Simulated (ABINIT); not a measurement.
**How the form of the self-energy moves the gap of BaZrSe3 (P1)**

Aim: compare treatments of exchange, screening and correlation for the gap of BaZrSe3 (P1).

Calculated with ABINIT 10.8.3; PBEsol and many-body steps on it, plane waves.

Most raw output is cut from this account.

### 1. The structure

Symmetry: P1, No. 1, triclinic system. The conventional cell has a = 5.287 Å, b = 5.296 Å, c = 5.309 Å, α = 89.89°, β = 89.91°, γ = 89.96°. Nearest to Ba lie 12 Se at 3.63 to 3.88 Å. Zr has 6 Se at 2.57 to 2.75 Å nearest. Se has 2 Zr at 2.61 to 2.70 Å and 4 Ba at 3.69 to 3.80 Å nearest. Nearest to Se lie 2 Zr at 2.62 to 2.69 Å and 4 Ba at 3.63 to 3.88 Å. Nearest to Se lie 2 Zr at 2.57 to 2.75 Å and 4 Ba at 3.71 to 3.77 Å. Farther neighbours and most contacts between anions are not listed.

Structure file:

```cif
data_structure
_symmetry_space_group_name_H-M 'P 1'
_symmetry_Int_Tables_number 1
_cell_length_a 5.2874
_cell_length_b 5.2964
_cell_length_c 5.3095
_cell_angle_alpha 89.891
_cell_angle_beta 89.914
_cell_angle_gamma 89.961
_cell_volume 148.69
loop_
_atom_site_label
_atom_site_type_symbol
_atom_site_fract_x
_atom_site_fract_y
_atom_site_fract_z
_atom_site_occupancy
Ba1 Ba 0.99864 0.99848 0.99867 1
Zr2 Zr 0.47658 0.49007 0.47673 1
Se3 Se 0.48832 0.99851 0.50269 1
Se4 Se 0.98384 0.51164 0.51854 1
Se5 Se 0.49261 0.50131 0.99337 1
```

The cell and positions are those that the Materials Project relaxed with its own functionals (PBE, PBE+U or r2SCAN), kept fixed. Spin-orbit coupling is left out unless a step names it.

### 2. Empty states on the mesh, 2×2×2 mesh, 209 bands

This step: ABINIT 10.8.3; DFT, PBEsol, plane waves, norm-conserving pseudopotentials.

The sums over transitions need many empty states on a uniform mesh; this step solves for them.

run.abi reads:

```
acell 3*1.0 Angstrom
rprim 
  5.287383000000 -0.000000000000 -0.000000000000
  0.003576000000 5.296392000000 -0.000000000000
  0.007950000000 0.010054000000 5.309462000000
ntypat 3
znucl 56 40 34
natom 5
typat 1 2 3 3 3
xred 
  0.998643000000 0.998478000000 0.998673000000
  0.476578000000 0.490069000000 0.476727000000
  0.488317000000 0.998506000000 0.502693000000
  0.983845000000 0.511636000000 0.518540000000
  0.492614000000 0.501310000000 0.993370000000
pp_dirpath "pseudos"
pseudos "Ba.upf, Zr.upf, Se.upf"
ecut 39
ngkpt 2 2 2
nshiftk 1
shiftk 0 0 0
kptopt 1
chksymbreak 0
iscf -2
irdden 1
istwfk *1
nband 209
nbdbuf 18
tolwfr 1e-09
nstep 60
prtvol 0
indata_prefix "in"
outdata_prefix "out"
tmpdata_prefix "tmp"
```

The run is started by

```console
OMP_NUM_THREADS=1 mpirun -n 4 abinit run.abi > log
```

Wall time 4.6 min (4 MPI ranks of Intel Xeon 6975P-C (Granite Rapids), shared host); peak memory 0.67 GiB; 18 min of CPU time.

Numbers from this step:

| Property | Result |
| --- | --- |
| gap | 0.1573 eV |
| k of the valence top | 0.5, 0.5, 0.5 |
| k of the conduction bottom | 0, 0, 0 |
| least direct gap | 0.6982 eV |
| k points computed | 8 |
| lowest point of the top converged band, above the valence top | 51.9381 eV |

On this mesh the gap is 0.157 eV.

The density comes from a self-consistent run that is not shown.

### 3. Screening, 2×2×2 mesh, 191 bands, screening to 122.5 eV

The RPA dielectric matrix is built and inverted for each q.

This step: RPA screening on PBEsol, plane waves, norm-conserving pseudopotentials.

run.abi, as its differences from that of step 2:

```diff
@@ -23,10 +23,11 @@
 chksymbreak 0
-iscf -2
-irdden 1
 istwfk *1
-nband 209
-nbdbuf 18
-tolwfr 1e-09
-nstep 60
-prtvol 0
+occopt 1
+irdwfk 1
+optdriver 3
+nband 191
+ecuteps 4.5
+inclvkb 2
+awtr 1
+symchi 1
 indata_prefix "in"
```

It took 3.6 min on 4 MPI ranks; peak memory 3.2 GiB; 15 min of CPU time.

Numbers from this step:

```
ε∞ with local fields, on this mesh, along the program's q direction : 24.48
the same without local fields                                       : 31.10
plasma frequency                                                    : 25.48 eV
plane waves in the screening matrix                                 : 461
```

Local fields lower ε∞ by 21 %. On a Γ-centred mesh this coarse the value itself is usually too large, while a short band sum pulls it down.

### 4. G0W0, Godby-Needs plasmon pole

The self-energy is evaluated for the states that the input lists, and the levels follow from it, in one-shot runs by the linearised quasiparticle equation.

This step: G0W0 on PBEsol, plane waves, norm-conserving pseudopotentials.

run.abi, as its differences from that of step 3:

```diff
@@ -26,8 +26,17 @@
 irdwfk 1
-optdriver 3
+optdriver 4
 nband 191
+gwcalctyp 0
+ecutsigx 39
+symsigma 1
+nkptgw 2
+kptgw 
+  0.5000000000 0.5000000000 0.5000000000
+  0.0000000000 0.0000000000 0.0000000000
+bdgw 
+  34 37
+  34 37
 ecuteps 4.5
-inclvkb 2
-awtr 1
-symchi 1
+irdscr 1
+ppmodel 1
 indata_prefix "in"
```

It took 34 s on 4 MPI ranks; peak memory 2.6 GiB.

Numbers from this step:

```
G0W0 gap on the points computed              : 1.567 eV
starting gap on the mesh                     : 0.1573 eV
k of the valence top                         : 0.5, 0.5, 0.5
k of the conduction bottom                   : 0, 0, 0
Z at the valence top                         : 0.781
Z at the conduction bottom                   : 0.784
least direct G0W0 gap on the computed points : 2.05 eV
```

The gap on the mesh goes from 0.16 eV to 1.57 eV, a correction of +1.41 eV.

### 5. G0W0, Hybertsen-Louie plasmon pole

run.abi, as its differences from that of step 4:

```diff
@@ -40,3 +40,3 @@
 irdscr 1
-ppmodel 1
+ppmodel 2
 indata_prefix "in"
```

It took 33 s on 4 MPI ranks; peak memory 2.5 GiB; 2.2 min of CPU time.

This step gave:

```yaml
g0w0_gap_on_the_points_computed: 1.740 eV
starting_gap_on_the_mesh: 0.1573 eV
k_of_the_valence_top: 0.5, 0.5, 0.5
k_of_the_conduction_bottom: 0, 0, 0
z_at_the_valence_top: 0.839
z_at_the_conduction_bottom: 0.844
least_direct_g0w0_gap_on_the_computed_points: 2.176 eV
```

Against G0W0 in ABINIT (2×2×2 mesh, 191 bands, screening to 122.5 eV, Godby-Needs plasmon pole), the gap moves by +0.173 eV.

### 6. G0W0, von der Linden-Horsch plasmon pole

run.abi, as its differences from that of step 5:

```diff
@@ -40,3 +40,3 @@
 irdscr 1
-ppmodel 2
+ppmodel 3
 indata_prefix "in"
```

Run time: 19 s. Hardware: 4 MPI ranks; peak memory 2.4 GiB.

Numbers from this step:

| Item | Value |
| --- | --- |
| G0W0 gap on the points computed | 1.611 eV |
| starting gap on the mesh | 0.1573 eV |
| k of the valence top | 0.5, 0.5, 0.5 |
| k of the conduction bottom | 0, 0, 0 |
| least direct G0W0 gap on the computed points | 2.096 eV |

Against G0W0 in ABINIT (2×2×2 mesh, 191 bands, screening to 122.5 eV, Godby-Needs plasmon pole), the gap moves by +0.044 eV.

### 7. G0W0, Engel-Farid plasmon pole

run.abi, as its differences from that of step 6:

```diff
@@ -40,3 +40,3 @@
 irdscr 1
-ppmodel 3
+ppmodel 4
 indata_prefix "in"
```

Wall time 18 s (4 MPI ranks); peak memory 2.4 GiB.

This step gave:

```yaml
g0w0_gap_on_the_points_computed: 1.541 eV
starting_gap_on_the_mesh: 0.1573 eV
k_of_the_valence_top: 0.5, 0.5, 0.5
k_of_the_conduction_bottom: 0, 0, 0
least_direct_g0w0_gap_on_the_computed_points: 2.046 eV
```

Against G0W0 in ABINIT (2×2×2 mesh, 191 bands, screening to 122.5 eV, Godby-Needs plasmon pole), the gap moves by −0.026 eV.

### 8. One-shot Hartree-Fock

This step: one-shot Hartree-Fock on PBEsol, plane waves, norm-conserving pseudopotentials.

run.abi, as its differences from that of step 7:

```diff
@@ -27,4 +27,4 @@
 optdriver 4
-nband 191
-gwcalctyp 0
+nband 39
+gwcalctyp 5
 ecutsigx 39
@@ -38,5 +38,4 @@
   34 37
-ecuteps 4.5
-irdscr 1
-ppmodel 4
+ixc_sigma 40
+fftgw 31
 indata_prefix "in"
```

Elapsed: 5.2 s, on 4 MPI ranks; peak memory 1.3 GiB; 20 s of CPU time.

This step gave:

```yaml
quasiparticle_gap_on_the_points_computed: 7.981 eV
starting_gap_on_the_mesh: 0.1573 eV
k_of_the_valence_top: 0.5, 0.5, 0.5
k_of_the_conduction_bottom: 0, 0, 0
least_direct_quasiparticle_gap_on_the_computed_points: 8.334 eV
```

Against G0W0 in ABINIT (2×2×2 mesh, 191 bands, screening to 122.5 eV, Godby-Needs plasmon pole), the gap moves by +6.414 eV.

### 9. The runs together

Times are wall times on 4 MPI ranks of Intel Xeon 6975P-C (Granite Rapids), shared host, good to a factor of about two. A run's time includes the screening step that it read.

```
                                     run   mesh  bands  screening cutoff (eV)  DFT gap (eV)  gap on the mesh (eV)  direct (eV)  ε∞ used     time
          G0W0, Godby-Needs plasmon pole  2×2×2    191                  122.5         0.157                 1.567        2.050    24.48  4.2 min
      G0W0, Hybertsen-Louie plasmon pole  2×2×2    191                  122.5         0.157                 1.740        2.176    24.48  4.2 min
G0W0, von der Linden-Horsch plasmon pole  2×2×2    191                  122.5         0.157                 1.611        2.096    24.48    4 min
          G0W0, Engel-Farid plasmon pole  2×2×2    191                  122.5         0.157                 1.541        2.046    24.48  3.9 min
                   one-shot Hartree-Fock  2×2×2      -                      -         0.157                 7.981        8.334        -    5.2 s
```

### 10. What came out

```json
{
 "G0W0, Godby-Needs plasmon pole": "1.567 eV",
 "G0W0, Hybertsen-Louie plasmon pole": "1.740 eV",
 "G0W0, von der Linden-Horsch plasmon pole": "1.611 eV",
 "G0W0, Engel-Farid plasmon pole": "1.541 eV",
 "one-shot Hartree-Fock": "7.981 eV",
 "known limits": "not at the basis limit; exchange with frozen shells missing; no spin-orbit coupling; coarse k mesh"
}
```

What this shows: G0W0, Hybertsen-Louie plasmon pole: +0.173 eV against G0W0, Godby-Needs plasmon pole. G0W0, von der Linden-Horsch plasmon pole: +0.044 eV against G0W0, Godby-Needs plasmon pole. G0W0, Engel-Farid plasmon pole: −0.026 eV against G0W0, Godby-Needs plasmon pole. One-shot Hartree-Fock: +6.414 eV against G0W0, Godby-Needs plasmon pole. Bare exchange alone opens the gap to 7.98 eV; against G0W0, correlation takes back 6.41 eV. Bands and cutoff are finite, so the gap is not at the basis limit. The miss can reach some tenths of an eV and take either sign; the mesh is an error of its own. In the G0W0 runs levels were corrected at 2 k points alone, so a gap called «on the mesh» is the least over those, and an edge elsewhere would be missed. The 2×2×2 mesh is coarse for this cell, which bears on the long-range parts of exchange and screening. The norm-conserving file of at least one element keeps a d shell over frozen s and p shells of the same row. Exchange with those shells is missing from the self-energy, an error of 0.3 to 0.9 eV in cases checked, whose sign depends on which edge lies on those atoms. The many-body steps are scalar-relativistic: spin-orbit coupling is not in them.

[Paths, hosts, dates, memory and timing lines, banners, echoed tables and standing remarks are left out of the program output.]

[Logs are printed without paths, hosts, clocks, repeated set-up lines and the standing remarks that a program may print on its own settings, such as how far it seeks lower states.]

[Runs of the session that timed out or met a known fault of the program may be left out.]

[Hosts, paths, dates, database ids (printed as entryN), source tags and the programs' standing remarks are cut or masked in the printed files.]

[G0W0 gaps are taken among the corrected bands and points alone; a level outside them can change the order at an edge.]

[Where Ansatz stands beside ABINIT at settings called matched, ABINIT's density can come from a denser mesh and the files from another edition; pairs whose starting gaps differed by over 0.03 eV were left out, so agreement reads better than it is.]
